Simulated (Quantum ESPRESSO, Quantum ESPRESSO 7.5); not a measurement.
# Rh: work function by face

Which face of Rh holds its electrons most tightly, and does packing explain the order?

Main program and level: Quantum ESPRESSO 7.5; plane-wave DFT, PBE, PseudoDojo norm-conserving pseudopotentials (geometry by pw.x at PBE, GBRV ultrasoft).

**Measured values to reproduce.**

“Anisotropic work function of elemental crystals” (2019, arxiv:1902.07811) quotes from earlier work for Rh (clean single-crystal faces): work function of (111) (clean (111) face) 5.46 eV; work function of (100) (clean (100) face) 5.3 eV; work function of (110) (clean (110) face) 4.86 eV.

This is a report of a sequence of runs, with most program output left out.

**1. Set-up**

The cell holds 5 atoms: 5 Rh. Cell: a = 2.687 Å, b = 2.687 Å, c = 24.776 Å, α = 90.0°, β = 90.0°, γ = 60.0°. It derives from Rh. Vacuum lies along c.

**2. Relaxation with pw.x of (111), PBE**

BFGS moves the free atoms until their forces fall under forc_conv_thr; those flagged 0 0 0 are held.

File 111.relax.in:

```
&control
  prefix = '111.relax'
  outdir = './out'
  pseudo_dir = './pseudo'
  nstep = 40
  forc_conv_thr = 0.001
  calculation = 'relax'
/
&system
  ibrav = 0
  nat = 5
  ntyp = 1
  ecutwfc = 40
  ecutrho = 200
  occupations = 'smearing'
  smearing = 'mv'
  degauss = 0.02
/
&electrons
  conv_thr = 1e-07
  mixing_beta = 0.4
  electron_maxstep = 120
  mixing_mode = 'local-TF'
/
&ions
/
ATOMIC_SPECIES
  Rh  102.9055  rh_pbe_v1.4.uspp.F.UPF
CELL_PARAMETERS angstrom
  2.68700576850888 0.00000000000000 0.00000000000000
  1.34350288425444 2.32701525564402 0.00000000000000
  0.00000000000000 0.00000000000000 24.77572409168231
ATOMIC_POSITIONS crystal
  Rh  0.666666666700 0.666666666700 0.322896718191
  Rh  0.000000000000 0.000000000000 0.411448359095
  Rh  0.333333333300 0.333333333300 0.500000000000 0 0 0
  Rh  0.666666666700 0.666666666700 0.588551640905
  Rh  0.000000000000 0.000000000000 0.677103281809
K_POINTS automatic
  12 12 1 0 0 0
```

On the command line:

```sh
OMP_NUM_THREADS=1 mpirun -n 4 pw.x -nk 4 -in 111.relax.in > 111.relax.out
```

The job ended after 3 min (4 MPI ranks of Arm Neoverse V2, shared host; peak memory 0.58 GiB; 12 min of CPU time).

The steps of the relaxation:

```tsv
step	energy less that of the first step (eV)	largest force (eV/Å)
1	0.0000	0.2251
2	-0.0018	0.1531
3	-0.0030	0.0784
4	-0.0035	0.0632
5	-0.0037	0.0625
6	-0.0039	0.0559
7	-0.0042	0.0421
8	-0.0044	0.0187
```

The atoms that moved most (Å):

```tsv
atom	dx	dy	dz	length
Rh4	0.000	0.000	0.022	0.022
Rh2	0.000	0.000	-0.022	0.022
Rh1	0.000	0.000	-0.011	0.011
Rh5	0.000	0.000	0.011	0.011
```

 On the free atoms the largest force ends at 0.019 eV/Å.

Numbers from this step:

* free energy: -11644.9305 eV
* Fermi energy: 6.621 eV

**3. Self-consistent run of (111), PBE**

Both faces of the slab are alike, so a plain periodic cell serves and symmetry is kept.

Level of this step: plane-wave DFT, PBE, PseudoDojo norm-conserving pseudopotentials (Quantum ESPRESSO 7.5).

File 111.pbe.in:

```
&control
  prefix = '111.pbe'
  outdir = './out'
  pseudo_dir = './pseudo'
  calculation = 'scf'
  tprnfor = .true.
/
&system
  ibrav = 0
  nat = 5
  ntyp = 1
  ecutwfc = 80
  ecutrho = 320
  occupations = 'smearing'
  smearing = 'mv'
  degauss = 0.02
/
&electrons
  conv_thr = 1e-07
  mixing_beta = 0.4
  electron_maxstep = 120
  mixing_mode = 'local-TF'
/
ATOMIC_SPECIES
  Rh  102.9055  Rh.dojo-sr-pbe-0.4.1-standard.upf
CELL_PARAMETERS angstrom
  2.68700576850888 0.00000000000000 0.00000000000000
  1.34350288425444 2.32701525564402 0.00000000000000
  0.00000000000000 0.00000000000000 24.77572409168231
ATOMIC_POSITIONS crystal
  Rh  0.666666666700 0.666666666700 0.322437062400
  Rh  0.000000000000 0.000000000000 0.410562334200
  Rh  0.333333333300 0.333333333300 0.500000000000
  Rh  0.666666666700 0.666666666700 0.589437665800
  Rh  0.000000000000 0.000000000000 0.677562937600
K_POINTS automatic
  12 12 1 0 0 0
```

On the command line:

```sh
OMP_NUM_THREADS=1 mpirun -n 4 pw.x -nk 4 -in 111.pbe.in > 111.pbe.out
```

Wall time 74 s (4 MPI ranks); peak memory 0.8 GiB.

Read from the output:

```
free energy  : -15956.3220 eV
Fermi energy : 7.189 eV
```

**4. Potential by pp.x of (111)**

The vacuum level is read from the electrostatic potential (plot_num = 11), averaged over planes.

File 111.pbe.pot.in:

```
&inputpp
  prefix = '111.pbe'
  outdir = './out'
  filplot = '111.pbe.pot.dat'
  plot_num = 11
/
```

On the command line:

```sh
OMP_NUM_THREADS=1 mpirun -n 4 pp.x -in 111.pbe.pot.in > 111.pbe.pot.out
```

Elapsed: 0.7 s, on 4 MPI ranks; peak memory 0.09 GiB; 2.5 s of CPU time.

Numbers from this step:

| Quantity | Value |
| --- | --- |
| work function of the upper face | 5.164 eV |
| slope of the potential above | 1.55e-4 eV/Å |
| upper vacuum line continued to the top atoms, over the Fermi level | 5.164 eV |
| work function of the lower face | 5.164 eV |
| slope of the potential below | -1.14e-4 eV/Å |
| lower vacuum line continued to the bottom atoms, over the Fermi level | 5.164 eV |

The potential energy, planar mean oscillates, so the rows of the table below give means over windows of 2.2 Å about each position, cut where the curve ends. Its maxima inside the range that stand out by 2 % of the span (Å: eV): 9.1: -0.692, 11.3: -0.609, 13.5: -0.609, 15.7: -0.692. Its minima: 8.0: -40.1, 10.2: -40.3, 12.4: -40.3, 14.6: -40.3, 16.8: -40.1.

Electrostatic potential energy of an electron; zero at the Fermi level. Potential energy, planar mean against z; means over each step:

z (Å), potential energy, planar mean (eV) and a bar from the least value:
```
     1.10        5.2 ##############################
     3.30        5.2 ##############################
     5.50        4.9 ##############################
     7.70      -15.3 #
     9.90      -16.4 
    12.10      -16.3 
    14.30      -16.3 
    16.50      -16.1 
    18.70        3.9 ############################
    20.90        5.2 ##############################
    23.10        5.2 ##############################
```

**5. SCF with pw.x of (111), PBEsol**

The same atoms under a second functional.

Level of this step: plane-wave DFT, PBEsol, PseudoDojo norm-conserving pseudopotentials (Quantum ESPRESSO 7.5).

111.pbesol.in, as its differences from the input of step 3:

```diff
@@ -1,3 +1,3 @@
 &control
-  prefix = '111.pbe'
+  prefix = '111.pbesol'
   outdir = './out'
@@ -24,3 +24,3 @@
 ATOMIC_SPECIES
-  Rh  102.9055  Rh.dojo-sr-pbe-0.4.1-standard.upf
+  Rh  102.9055  Rh.dojo-sr-pbesol-0.4.1-standard.upf
 CELL_PARAMETERS angstrom
```

On the command line:

```sh
OMP_NUM_THREADS=1 mpirun -n 4 pw.x -nk 4 -in 111.pbesol.in > 111.pbesol.out
```

It took 75 s on 4 MPI ranks; peak memory 0.8 GiB.

This step gave:

* free energy: -15945.9894 eV
* Fermi energy: 7.046 eV

**6. Electrostatic potential of (111)**

File 111.pbesol.pot.in:

```
&inputpp
  prefix = '111.pbesol'
  outdir = './out'
  filplot = '111.pbesol.pot.dat'
  plot_num = 11
/
```

On the command line:

```sh
OMP_NUM_THREADS=1 mpirun -n 4 pp.x -in 111.pbesol.pot.in > 111.pbesol.pot.out
```

Wall time 0.7 s (4 MPI ranks); peak memory 0.11 GiB.

Read from the output:

* work function of the upper face: 5.302 eV
* slope of the potential above: 1.30e-4 eV/Å
* upper vacuum line continued to the top atoms, over the Fermi level: 5.301 eV
* work function of the lower face: 5.302 eV
* slope of the potential below: -9.57e-5 eV/Å
* lower vacuum line continued to the bottom atoms, over the Fermi level: 5.302 eV

On (111) the work function under PBEsol lies +0.14 eV from PBE's.

**7. Relaxation with pw.x of (100), PBE**

Level of this step: plane-wave DFT, PBE, GBRV ultrasoft pseudopotentials (Quantum ESPRESSO 7.5).

File 100.relax.in:

```
&control
  prefix = '100.relax'
  outdir = './out'
  pseudo_dir = './pseudo'
  nstep = 40
  forc_conv_thr = 0.001
  calculation = 'relax'
/
&system
  ibrav = 0
  nat = 5
  ntyp = 1
  ecutwfc = 40
  ecutrho = 200
  occupations = 'smearing'
  smearing = 'mv'
  degauss = 0.02
/
&electrons
  conv_thr = 1e-07
  mixing_beta = 0.4
  electron_maxstep = 120
  mixing_mode = 'local-TF'
/
&ions
/
ATOMIC_SPECIES
  Rh  102.9055  rh_pbe_v1.4.uspp.F.UPF
CELL_PARAMETERS angstrom
  2.68700576850888 0.00000000000000 0.00000000000000
  0.00000000000000 2.68700576850888 0.00000000000000
  0.00000000000000 0.00000000000000 23.60000000000000
ATOMIC_POSITIONS crystal
  Rh  0.000000000000 0.000000000000 0.338983050847
  Rh  0.500000000000 0.500000000000 0.419491525424
  Rh  0.000000000000 0.000000000000 0.500000000000 0 0 0
  Rh  0.500000000000 0.500000000000 0.580508474576
  Rh  0.000000000000 0.000000000000 0.661016949153
K_POINTS automatic
  12 12 1 0 0 0
```

On the command line:

```sh
OMP_NUM_THREADS=1 mpirun -n 4 pw.x -nk 4 -in 100.relax.in > 100.relax.out
```

The job ended after 2.3 min (4 MPI ranks; peak memory 0.58 GiB).

Relaxation path:

```tsv
step	energy less that of the first step (eV)	largest force (eV/Å)
1	0.0000	0.6792
2	-0.0200	0.4313
3	-0.0314	0.1508
4	-0.0328	0.0261
5	-0.0328	0.0215
```

The atoms that moved most (Å):

```tsv
atom	dx	dy	dz	length
Rh4	0.000	0.000	0.037	0.037
Rh2	0.000	0.000	-0.037	0.037
Rh1	0.000	0.000	0.019	0.019
Rh5	0.000	0.000	-0.019	0.019
```

Final coordinates:

```cif
data_structure
_symmetry_space_group_name_H-M 'P 1'
_symmetry_Int_Tables_number 1
_cell_length_a 2.6870
_cell_length_b 2.6870
_cell_length_c 23.6000
_cell_angle_alpha 90.000
_cell_angle_beta 90.000
_cell_angle_gamma 90.000
_cell_volume 170.39
loop_
_atom_site_label
_atom_site_type_symbol
_atom_site_fract_x
_atom_site_fract_y
_atom_site_fract_z
_atom_site_occupancy
Rh1 Rh 0.00000 0.00000 0.33977 1
Rh2 Rh 0.50000 0.50000 0.41791 1
Rh3 Rh 0.00000 0.00000 0.50000 1
Rh4 Rh 0.50000 0.50000 0.58209 1
Rh5 Rh 0.00000 0.00000 0.66023 1
```

The relaxation lowers the energy by 7 meV an atom. On the free atoms the largest force ends at 0.021 eV/Å.

Read from the output:

* free energy: -11644.3472 eV
* Fermi energy: 5.592 eV

**8. Self-consistent run of (100), PBE**

Level of this step: plane-wave DFT, PBE, PseudoDojo norm-conserving pseudopotentials (Quantum ESPRESSO 7.5).

File 100.pbe.in:

```
&control
  prefix = '100.pbe'
  outdir = './out'
  pseudo_dir = './pseudo'
  calculation = 'scf'
  tprnfor = .true.
/
&system
  ibrav = 0
  nat = 5
  ntyp = 1
  ecutwfc = 80
  ecutrho = 320
  occupations = 'smearing'
  smearing = 'mv'
  degauss = 0.02
/
&electrons
  conv_thr = 1e-07
  mixing_beta = 0.4
  electron_maxstep = 120
  mixing_mode = 'local-TF'
/
ATOMIC_SPECIES
  Rh  102.9055  Rh.dojo-sr-pbe-0.4.1-standard.upf
CELL_PARAMETERS angstrom
  2.68700576850888 0.00000000000000 0.00000000000000
  0.00000000000000 2.68700576850888 0.00000000000000
  0.00000000000000 0.00000000000000 23.60000000000000
ATOMIC_POSITIONS crystal
  Rh  0.000000000000 0.000000000000 0.339774394700
  Rh  0.500000000000 0.500000000000 0.417909382500
  Rh  0.000000000000 0.000000000000 0.500000000000
  Rh  0.500000000000 0.500000000000 0.582090617500
  Rh  0.000000000000 0.000000000000 0.660225605300
K_POINTS automatic
  12 12 1 0 0 0
```

On the command line:

```sh
OMP_NUM_THREADS=1 mpirun -n 4 pw.x -nk 4 -in 100.pbe.in > 100.pbe.out
```

The job ended after 96 s (4 MPI ranks; peak memory 0.95 GiB; 6.4 min of CPU time).

Numbers from this step:

- free energy: -15955.7418 eV
- Fermi energy: 6.107 eV

**9. Electrostatic potential of (100)**

File 100.pbe.pot.in:

```
&inputpp
  prefix = '100.pbe'
  outdir = './out'
  filplot = '100.pbe.pot.dat'
  plot_num = 11
/
```

On the command line:

```sh
OMP_NUM_THREADS=1 mpirun -n 4 pp.x -in 100.pbe.pot.in > 100.pbe.pot.out
```

Wall time 0.7 s (4 MPI ranks); peak memory 0.12 GiB; 2.5 s of CPU time.

Numbers from this step:

| Quantity | Value |
| --- | --- |
| work function of the upper face | 5.105 eV |
| slope of the potential above | 1.69e-4 eV/Å |
| upper vacuum line continued to the top atoms, over the Fermi level | 5.104 eV |
| work function of the lower face | 5.105 eV |
| slope of the potential below | -1.24e-4 eV/Å |
| lower vacuum line continued to the bottom atoms, over the Fermi level | 5.105 eV |

The potential energy, planar mean oscillates, so the rows of the table below give means over windows of 1.94 Å about each position, cut where the curve ends. Its maxima inside the range that stand out by 2 % of the span (Å: eV): 8.9: -3.56, 10.9: -2.76, 12.7: -2.76, 14.7: -3.56. Its minima: 8.0: -34.0, 9.9: -34.3, 11.8: -34.2, 13.7: -34.3, 15.6: -34.0.

Electrostatic potential energy of an electron; zero at the Fermi level. Table of potential energy, planar mean by z; means over each step:

```tsv
z (Å)	potential energy, planar mean (eV)
0.97	5.11
2.91	5.11
4.85	5.07
6.79	-0.914
8.73	-17.3
10.67	-16.1
12.61	-16.0
14.55	-17.6
16.49	-6.89
18.43	5.03
20.37	5.10
22.31	5.11
```

**10. Self-consistent run of (100), PBEsol**

Level of this step: plane-wave DFT, PBEsol, PseudoDojo norm-conserving pseudopotentials (Quantum ESPRESSO 7.5).

100.pbesol.in, as its differences from the input of step 8:

```diff
@@ -1,3 +1,3 @@
 &control
-  prefix = '100.pbe'
+  prefix = '100.pbesol'
   outdir = './out'
@@ -24,3 +24,3 @@
 ATOMIC_SPECIES
-  Rh  102.9055  Rh.dojo-sr-pbe-0.4.1-standard.upf
+  Rh  102.9055  Rh.dojo-sr-pbesol-0.4.1-standard.upf
 CELL_PARAMETERS angstrom
```

On the command line:

```sh
OMP_NUM_THREADS=1 mpirun -n 4 pw.x -nk 4 -in 100.pbesol.in > 100.pbesol.out
```

Elapsed: 96 s, on 4 MPI ranks; peak memory 0.95 GiB.

Read from the output:

- free energy: -15945.3348 eV
- Fermi energy: 5.972 eV

**11. Potential by pp.x of (100)**

File 100.pbesol.pot.in:

```
&inputpp
  prefix = '100.pbesol'
  outdir = './out'
  filplot = '100.pbesol.pot.dat'
  plot_num = 11
/
```

On the command line:

```sh
OMP_NUM_THREADS=1 mpirun -n 4 pp.x -in 100.pbesol.pot.in > 100.pbesol.pot.out
```

Run time: 0.7 s. Hardware: 4 MPI ranks; peak memory 0.12 GiB; 2.5 s of CPU time.

Numbers from this step:

```
work function of the upper face                                       : 5.231 eV
slope of the potential above                                          : 1.42e-4 eV/Å
upper vacuum line continued to the top atoms, over the Fermi level    : 5.231 eV
work function of the lower face                                       : 5.231 eV
slope of the potential below                                          : -1.04e-4 eV/Å
lower vacuum line continued to the bottom atoms, over the Fermi level : 5.231 eV
```

On (100) the work function under PBEsol lies +0.13 eV from PBE's.

**12. Relaxing the ions of (110), PBE**

Level of this step: plane-wave DFT, PBE, GBRV ultrasoft pseudopotentials (Quantum ESPRESSO 7.5).

System of this step: Rh(110), 7 layers. The cell holds 7 atoms: 7 Rh. Its edges and angles: a = 3.800 Å, b = 2.687 Å, c = 24.061 Å, α = 90.0°, β = 90.0°, γ = 90.0°. It derives from Rh. Vacuum lies along c.

File 110.relax.in:

```
&control
  prefix = '110.relax'
  outdir = './out'
  pseudo_dir = './pseudo'
  nstep = 40
  forc_conv_thr = 0.001
  calculation = 'relax'
/
&system
  ibrav = 0
  nat = 7
  ntyp = 1
  ecutwfc = 40
  ecutrho = 200
  occupations = 'smearing'
  smearing = 'mv'
  degauss = 0.02
/
&electrons
  conv_thr = 1e-07
  mixing_beta = 0.4
  electron_maxstep = 120
  mixing_mode = 'local-TF'
/
&ions
/
ATOMIC_SPECIES
  Rh  102.9055  rh_pbe_v1.4.uspp.F.UPF
CELL_PARAMETERS angstrom
  3.80000000000000 0.00000000000000 0.00000000000000
  0.00000000000000 2.68700576850888 0.00000000000000
  0.00000000000000 0.00000000000000 24.06101730552664
ATOMIC_POSITIONS crystal
  Rh  0.000000000000 0.000000000000 0.332488019871
  Rh  0.500000000000 0.500000000000 0.388325346581
  Rh  0.000000000000 0.000000000000 0.444162673290 0 0 0
  Rh  0.500000000000 0.500000000000 0.500000000000 0 0 0
  Rh  0.000000000000 0.000000000000 0.555837326710 0 0 0
  Rh  0.500000000000 0.500000000000 0.611674653419
  Rh  0.000000000000 0.000000000000 0.667511980129
K_POINTS automatic
  8 12 1 0 0 0
```

On the command line:

```sh
OMP_NUM_THREADS=1 mpirun -n 4 pw.x -nk 4 -in 110.relax.in > 110.relax.out
```

Elapsed: 10 min, on 4 MPI ranks; peak memory 1 GiB.

Relaxation path:

```tsv
step	energy less that of the first step (eV)	largest force (eV/Å)
1	0.0000	0.6634
2	-0.0316	0.5104
3	-0.0567	0.3399
4	-0.0755	0.1044
5	-0.0767	0.0311
6	-0.0768	0.0295
7	-0.0769	0.0258
8	-0.0770	0.0190
```

The atoms that moved most (Å):

```tsv
atom	dx	dy	dz	length
Rh6	0.000	0.000	0.062	0.062
Rh2	0.000	0.000	-0.062	0.062
Rh1	0.000	0.000	0.055	0.055
Rh7	0.000	0.000	-0.055	0.055
```

The relaxation lowers the energy by 11 meV an atom. On the free atoms the largest force ends at 0.019 eV/Å.

Numbers from this step:

| Item | Value |
| --- | --- |
| free energy | -16302.0196 eV |
| Fermi energy | 5.512 eV |

(Part 1 of 2 ends here.)

[Logs are printed without paths, hosts, clocks, repeated set-up lines and the standing remarks that a program may print on its own settings, such as how far it seeks lower states.]

[Hosts, paths, dates, database ids (printed as entryN), source tags and the programs' standing remarks are cut or masked in the printed files.]

[Maps of the electrostatic potential energy from Ansatz leave out the sawtooth potential of an applied field or a dipole correction, so their vacuum need not be flat; planar profiles and work functions include it.]
